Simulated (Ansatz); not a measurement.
**CaHg (Pm-3m): phonons and vibrational spectra**

Wanted: phonon frequencies of CaHg (Pm-3m) and what follows from them.

Method: DFT PBEsol, scalar-relativistic, plane waves, PAW; PAW set soft_1, in Ansatz 0.2.0.

This is a report of a sequence of runs, with most program output left out.

### 1. Set-up

Symmetry: Pm-3m, No. 221, cubic system. The conventional cell has a = 3.755 Å, b = 3.755 Å, c = 3.755 Å, α = 90.00°, β = 90.00°, γ = 90.00°. Nearest to Ca lie 8 Hg at 3.25 Å. Nearest to Hg lie 8 Ca at 3.25 Å. Farther neighbours are not listed.

### 2. Relaxation

The cell and atoms are relaxed, since residual forces and stress would shift the frequencies.

input.yaml reads:

```yaml
crystal:
  lattice:
    - [3.75465468, 0.0, 0.0]
    - [0.0, 3.75465468, 0.0]
    - [0.0, 0.0, 3.75465468]
  atoms:
    - { symbol: Ca, position: [0.0, 0.0, 0.0] }
    - { symbol: Hg, position: [0.5, 0.5, 0.5] }
kpoints:
  mp_grid: { grid: [12, 12, 12] }
hamiltonian:
  xc: pbesol
  pseudopotentials: { kind: paw, azcp: { folder: soft_1 }, xc_functional: pbe }
scf:
  occupations: { method: gaussian, width: 0.1 }
output:
  forces: true
  stress: true
  eigenvalues: true
relax:
  adjacent_minimum: "off"
  f_tol: 0.005
  max_steps: 80
  cell: { stress_tol: 0.05 }
```

Command:

```sh
> ansatz run input.yaml --threads 4 --pin off --max-ram 10240MiB --backend cpu --events-out ev --progress --plain --runs-dir out
```

Run time: 8.9 s. Hardware: 4 threads of Arm Neoverse N1, shared host; peak memory 0.4 GiB; 33 s of CPU time.

The steps of the relaxation:

```tsv
step	energy less that of the first step (eV)	largest force component (eV/Å)	pressure (GPa)	volume (Å³)
1	0.0000	0.0000	-1.14	52.93
2	-0.0057	0.0000	-0.10	51.54
3	-0.0058	0.0000	0.01	51.40
4*	-0.0056	0.0000	0.01	51.40
```

Relaxation steps marked * repeat the geometry before them on a plane-wave basis chosen anew for their cell, so energy and pressure can jump there.

The run keeps the 48 symmetry operations that it works with, so distortions that break them were not tested.

```tsv
conventional cell, symmetrised	before	after	change
a (Å)	3.755	3.718	-1.0 %
b (Å)	3.755	3.718	-1.0 %
c (Å)	3.755	3.718	-1.0 %
volume (Å³/atom)	26.47	25.70	-2.9 %
```

Final coordinates:

```xyz
2
Lattice="3.7181 0.0000 0.0000 0.0000 3.7181 0.0000 0.0000 0.0000 3.7181" Properties=species:S:1:pos:R:3 pbc="T T T"
Ca    0.0000    0.0000    0.0000
Hg    1.8591    1.8591    1.8591
```

Numbers from this step:

```yaml
pressure: 0.006390 GPa
volume_per_atom: 25.70 Å³
gap_on_the_k_mesh: 0 eV
```

In this step the volume went from 26.47 to 25.70 Å³/atom.

### 3. Relaxing to small forces for the phonons

Phonons need a cell at rest on their own settings, so the relaxation is repeated with tight tolerances on forces and stress, using the mesh and the filling of the phonon run that follows.

input.yaml, the sections that differ from step 2:

```yaml
crystal:
  lattice:
    - [3.7181259291, 0.0, 0.0]
    - [0.0, 3.7181259291, 0.0]
    - [0.0, 0.0, 3.7181259291]
  atoms:
    - { symbol: Ca, position: [0.0, 0.0, 0.0] }
    - { symbol: Hg, position: [0.5, 0.5, 0.5] }
scf:
  occupations: { method: methfessel_paxton, width: 0.2 }
relax:
  adjacent_minimum: "off"
  f_tol: 0.001
  max_steps: 60
  cell: { stress_tol: 0.01 }
# kpoints, hamiltonian, output: as in step 2
```

It took 5.2 s on 4 threads; peak memory 0.39 GiB.

Little changed from the start: no atom moved by 0.005 Å and no cell edge by 0.1 %.

This step gave:

```
pressure : 0.005474 GPa
```

The forces vanish by symmetry and the pressure is 0.005 GPa, within the tolerances set. The cell now holds 25.70 Å³/atom.

### 4. Zone-centre response

The zone centre comes first: it holds the modes that light can see, as far as symmetry allows. No field response is asked, since the mesh shows no gap.

input.yaml: that of step 3 with these lines changed.

```diff
@@ -16,9 +16,4 @@
 output:
-  forces: true
-  stress: true
   eigenvalues: true
-relax:
-  adjacent_minimum: "off"
-  f_tol: 0.001
-  max_steps: 60
-  cell: { stress_tol: 0.01 }
+phonons:
+  method: dfpt
```

It took 25 s on 4 threads; peak memory 0.76 GiB.

This step gave:

| Property | Result |
| --- | --- |
| sum-rule residual before enforcement | 5.89e-5 eV/Å² |
| point group | m-3m |
| highest optical mode at the zone centre (no LO-TO term) | 133.2 cm⁻¹ |
| lowest optical zone-centre mode | 133.2 cm⁻¹ |

Patterns of degenerate modes are one choice out of their space. The modes at Γ (shares of kinetic energy by element, %):

```tsv
mode	frequency (cm⁻¹)	symmetry	Ca %	Hg %
1	0.0	acoustic	17	83
2	0.0	acoustic	17	83
3	0.0	acoustic	17	83
4	133.2	T1u	83	17
5	133.2	T1u	83	17
6	133.2	T1u	83	17
```

Displacements in mode 5 (133.2 cm⁻¹), the largest set to 1:
```
Ca1  0.00  1.00  0.00
Hg2  0.00 -0.20  0.00
```

Before it was imposed, the acoustic sum rule was missed by 5.9e-5 eV/Å². Small misses are needed for a sound result but don't prove that mesh and cutoff are converged. The lowest optical mode is real, 133 cm⁻¹.

### 5. Phonons on a q mesh

Stability and thermal properties need the whole zone. Linear response on a 4×4×4 q mesh gives force constants as far as a supercell of that size would.

input.yaml: that of step 4 with these lines changed.

```diff
@@ -19 +19,8 @@
   method: dfpt
+  qmesh: [4, 4, 4]
+  temperatures: { t_max: 1000, t_step: 50 }
+  qpath:
+    path:
+      - [[0.0, 0.0, 0.0], [0.0, 0.5, 0.0], [0.5, 0.5, 0.0], [0.0, 0.0, 0.0], [0.5, 0.5, 0.5], [0.0, 0.5, 0.0]]
+      - [[0.5, 0.5, 0.5], [0.5, 0.5, 0.0]]
+    npoints: 10
```

Run time: 12 min. Hardware: 4 threads; peak memory 2.3 GiB; 48 min of CPU time.

Numbers from this step:

- sum-rule residual before enforcement: 5.82e-5 eV/Å²
- lowest frequency on the path: 0 cm⁻¹
- highest frequency on the path or at a solved wavevector: 184.4 cm⁻¹
- mean frequency: 101.1 cm⁻¹
- Debye temperature (second moment): 215 K
- logarithmic mean frequency: 84.1 cm⁻¹
- lowest mode on the q mesh (acoustic modes at Γ apart): 32.92 cm⁻¹
- zero-point energy per atom: 18.8 meV
- heat capacity at 300 K: 24.32 J/(mol atoms K)
- vibrational entropy at 300 K: 47.91 J/(mol atoms K)
- edges of the widest gap between branches, on path and mesh: 56.8, 113.3 cm⁻¹

Frequencies (cm⁻¹) solved at each irreducible wavevector; negative means imaginary. Frequencies by wavevector, by row:

```tsv
q in reciprocal lattice units	star	mode 1	mode 2	mode 3	mode 4	mode 5	mode 6
0 0 0	1	0	0	0	133.2	133.2	133.2
0 0 0.25	6	39.2	39.2	48.3	130.9	130.9	155.2
0 0 -0.5	3	53.8	55.4	55.4	129.4	129.4	179.1
0 0.25 0.25	12	32.9	48.1	56.8	126.8	156.8	159.9
0 0.25 -0.5	12	41.5	48.7	55	122.2	158.2	180.9
0 -0.5 -0.5	3	34	34	53.1	113.3	181.3	181.3
0.25 0.25 0.25	8	47	47	53	152.5	159.1	159.1
0.25 0.25 -0.5	12	39.8	48.2	56	151.6	161	181.3
0.25 -0.5 -0.5	6	44.2	44.2	53.8	153	182.9	182.9
-0.5 -0.5 -0.5	1	52.8	52.8	52.8	184.3	184.3	184.3
```

Interpolated from a 4×4×4 q mesh. Phonon branches along the path, in cm⁻¹:

```tsv
point	branch 1	branch 2	branch 3	branch 4	branch 5	branch 6
Γ	0	0	0	133	133	133
halfway	39	39	48	131	131	155
X	54	55	55	129	129	179
halfway	42	49	55	122	158	181
M	34	34	53	113	181	181
halfway	33	48	57	127	157	160
Γ	0	0	0	133	133	133
halfway	47	47	53	152	159	159
R	53	53	53	184	184	184
halfway	40	48	56	152	161	181
X	54	55	55	129	129	179
jump to R	53	53	53	184	184	184
halfway	44	44	54	153	183	183
M	34	34	53	113	181	181
```

Tetrahedra on a 20×20×20 mesh, mean over bins of 2 cm-1. Interpolated from a 4×4×4 q mesh. The phonon density of states by wavenumber; read off at these points:

wavenumber (cm⁻¹), phonon density of states (1/cm⁻¹/cell) and a bar:
```
      1.0      0.000 
      5.0      0.000 
     11.0      0.001 
     15.0      0.002 
     21.0      0.004 
     25.0      0.007 #
     31.0      0.014 #
     35.0      0.052 #####
     39.0      0.114 ############
     41.0      0.111 ############
     45.0      0.095 ##########
     51.0      0.114 ############
     55.0      0.289 ##############################
     61.0      0.000 
     65.0      0.000 
     71.0      0.000 
     75.0      0.000 
     81.0      0.000 
     85.0      0.000 
     91.0      0.000 
     95.0      0.000 
    101.0      0.000 
    105.0      0.000 
    111.0      0.000 
    115.0      0.004 
    121.0      0.013 #
    125.0      0.023 ##
    131.0      0.072 #######
    135.0      0.052 #####
    141.0      0.039 ####
    145.0      0.036 ####
    151.0      0.035 ####
    155.0      0.034 ####
    161.0      0.036 ####
    165.0      0.040 ####
    171.0      0.045 #####
    175.0      0.057 ######
    181.0      0.125 #############
    185.0      0.002
```

The partial phonon density of states has structure finer than the step of the table below, so its rows give means over 5 cm⁻¹, whole bins alone (the curve runs from -10 to 199 cm⁻¹). Peaks (cm⁻¹: height): Ca 132.2: 0.0640, 149.4: 0.0457, 159.9: 0.0543, 170.4: 0.0658, 179.6: 0.096; Hg 54.5: 0.196.

Phonopy on the run's constants, 15x15x15 mesh, Gaussian sigma 2.0 cm-1. Interpolated from a 4×4×4 q mesh. Table of partial phonon density of states by wavenumber; means over each step; values in 1/cm⁻¹/cell:

```tsv
wavenumber (cm⁻¹)	Ca	Hg
-5	4.0e-6	1.7e-5
0	2.4e-5	1.1e-4
5	1.0e-5	6.4e-5
10	1.6e-4	8.6e-4
15	3.1e-4	0.00172
20	5.7e-4	0.00345
25	9.1e-4	0.00609
30	0.00158	0.0138
35	0.00368	0.0498
40	0.00554	0.0933
45	0.00387	0.0971
50	0.00265	0.131
55	0.00107	0.160
60	6.6e-5	0.0222
65	0	5.8e-5
70	0	0
75	0	0
80	0	0
85	0	0
90	0	0
95	0	0
100	0	0
105	9.0e-7	0
110	3.5e-4	0
115	0.00436	8.3e-6
120	0.0129	9.3e-5
125	0.0259	5.9e-4
130	0.0554	0.00275
135	0.0491	0.00336
140	0.0416	0.00240
145	0.0313	0.00136
150	0.0399	0.00186
155	0.0239	7.8e-4
160	0.0470	0.00160
165	0.0255	6.7e-4
170	0.0546	0.00140
175	0.0567	0.00124
180	0.0866	0.00188
185	0.0238	4.6e-4
190	3.2e-4	2.8e-6
195	0	0
```

Second derivatives of the energy by pair, one row for each kind of neighbour of each atom listed. Each entry sums the pair over the periodic images of the supercell that the q mesh stands for, and in a polar crystal it holds the long-range dipole part too. Force constants by pair, by row:

```tsv
atom	neighbour	distance (Å)	third of the trace (eV/Å²)	along the pair's line (eV/Å²)
Ca1	itself	0	3.516	–
Ca1	Hg	3.22	-0.2577	-0.7935
Ca1	Ca	3.718	-0.2084	-0.629
Ca1	Ca	5.258	0.0065	0.0304
Ca1	Hg	6.166	-0.0039	-0.0102
Ca1	Ca	6.44	-0.0209	-0.086
Ca1	Ca	7.436	-0.0059	-0.0025
Hg2	itself	0	2.19	–
Hg2	Ca	3.22	-0.2577	-0.7935
Hg2	Hg	3.718	0.0315	0.0519
Hg2	Hg	5.258	-0.0025	-0.0044
Hg2	Ca	6.166	-0.0039	-0.0102
Hg2	Hg	6.44	-0.0095	-0.0313
Hg2	Hg	7.436	-0.0329	-0.0676
```

Harmonic thermodynamic functions per atom, from the density of states. Interpolated from a 4×4×4 q mesh. Thermodynamic functions, by row:

```tsv
T (K)	F_vib (meV/atom)	S (J/mol-atom/K)	C_V (J/mol-atom/K)
0	18.8	0	0
50	16.66	10.81	13.75
100	7.8	22.76	20.34
200	-24.5	38.18	23.58
300	-69.43	47.91	24.32
400	-122.9	54.95	24.59
500	-182.8	60.45	24.71
600	-247.8	64.96	24.78
700	-317.2	68.78	24.82
800	-390.2	72.1	24.85
900	-466.5	75.03	24.87
1000	-545.7	77.65	24.88
```

Harmonic mean-square displacement, third of the trace. Interpolated from a 4×4×4 q mesh. Mean square displacements, by row:

```tsv
T (K)	Ca1 U_eq (Å²)	Hg2 U_eq (Å²)
0	0.00304	0.00182
100	0.00504	0.00613
300	0.01266	0.01787
600	0.02483	0.03564
```

Symmetry leaves 10 wavevectors to solve. The lowest mode among them, the acoustic zeros apart, lies at q = (0, 0.25, 0.25) and is real, 32.9 cm⁻¹.

### 6. Another isotope

An isotope changes the mass and not the force constants, so no new electronic calculation is needed; the shifts show which modes move this element.

The same force constants with the mass of Ca changed from 40.078 to 47.953 u (phonopy, no LO-TO term). Both lists are sorted by frequency; levels can cross, so a row need not hold one and the same mode. Modes under 3 cm⁻¹ are left out. Isotope shifts, by row:

```tsv
q	rank	natural mass (cm⁻¹)	changed mass (cm⁻¹)
0 0 0	4	133.2	123.8
0 0 0	5	133.2	123.8
0 0 0	6	133.2	123.8
0 0 0.25	1	39.2	38.84
0 0 0.25	2	39.2	38.84
0 0 0.25	3	48.3	48.12
0 0 0.25	4	130.9	120.8
0 0 0.25	5	130.9	120.8
0 0 0.25	6	155.2	142.4
0 0 -0.5	1	53.82	53.82
0 0 -0.5	2	55.36	55.36
0 0 -0.5	3	55.36	55.36
0 0 -0.5	4	129.4	118.3
0 0 -0.5	5	129.4	118.3
0 0 -0.5	6	179.1	163.7
0 0.25 0.25	1	32.92	32.65
0 0.25 0.25	2	48.07	47.8
0 0.25 0.25	3	56.75	56.75
0 0.25 0.25	4	126.8	116.6
0 0.25 0.25	5	156.8	144.6
0 0.25 0.25	6	159.9	146.2
```

A mode of this element alone would shift by -8.58 %. The highest zone-centre frequency without the field goes from 133.2 to 123.8 cm⁻¹ (-7.1 %). The product of the frequency ratios over all optical modes at Γ is 0.802; the product rule, (m/m′)^(3k/2) (M′/M)^(3/2) with k = 1 such atoms and M the mass of the cell, gives 0.802.

### 7. Summary of results

```yaml
space_group_after_relaxation_within_0p01_a: Pm-3m
volume_per_atom: 25.7 Å³
electronic_character: no gap on this mesh
highest_optical_mode_at_the_zone_centre_no_lo_to_term: 133 cm⁻¹
lowest_optical_zone_centre_mode: 133 cm⁻¹
lowest_mode_on_the_q_mesh_acoustic_modes_at_gamma_apart: 32.9 cm⁻¹
highest_frequency_on_the_path_or_at_a_solved_wavevector: 184 cm⁻¹
zero_point_energy_per_atom: 18.8 meV
heat_capacity_at_300_k: 24.3 J/(mol atoms K)
vibrational_entropy_at_300_k: 47.9 J/(mol atoms K)
debye_temperature_second_moment: 215 K
imaginary_modes_on_the_4x4x4_q_mesh: none
```

**Reading.** The structure is a minimum as far as tested: no mode is imaginary at the 10 irreducible wavevectors of the 4×4×4 mesh, and the softest away from the acoustic zeros lies at 33 cm⁻¹. The optical modes at Γ form one degenerate level at 133 cm⁻¹. The highest mode in this list at Γ, 133.2 cm⁻¹, is mostly motion of Ca (83 % of the kinetic energy). On the path and the mesh, the widest gap between branches runs from 57 to 113 cm⁻¹. With no gap, or one that is small against the smearing, the frequencies hang on the k mesh and the smearing, most of all near Kohn anomalies. Spin-orbit coupling is left out, which can matter for the heavy elements here. The PAW files were made for PBE and serve the other functionals too. These are harmonic frequencies at zero temperature: anharmonic shifts, linewidths and thermal expansion are left out.

[Logs are printed without paths, hosts, clocks, repeated set-up lines and the standing remarks that a program may print on its own settings, such as how far it seeks lower states.]

[Hosts, paths, dates, database ids (printed as entryN), source tags and the programs' standing remarks are cut or masked in the printed files.]
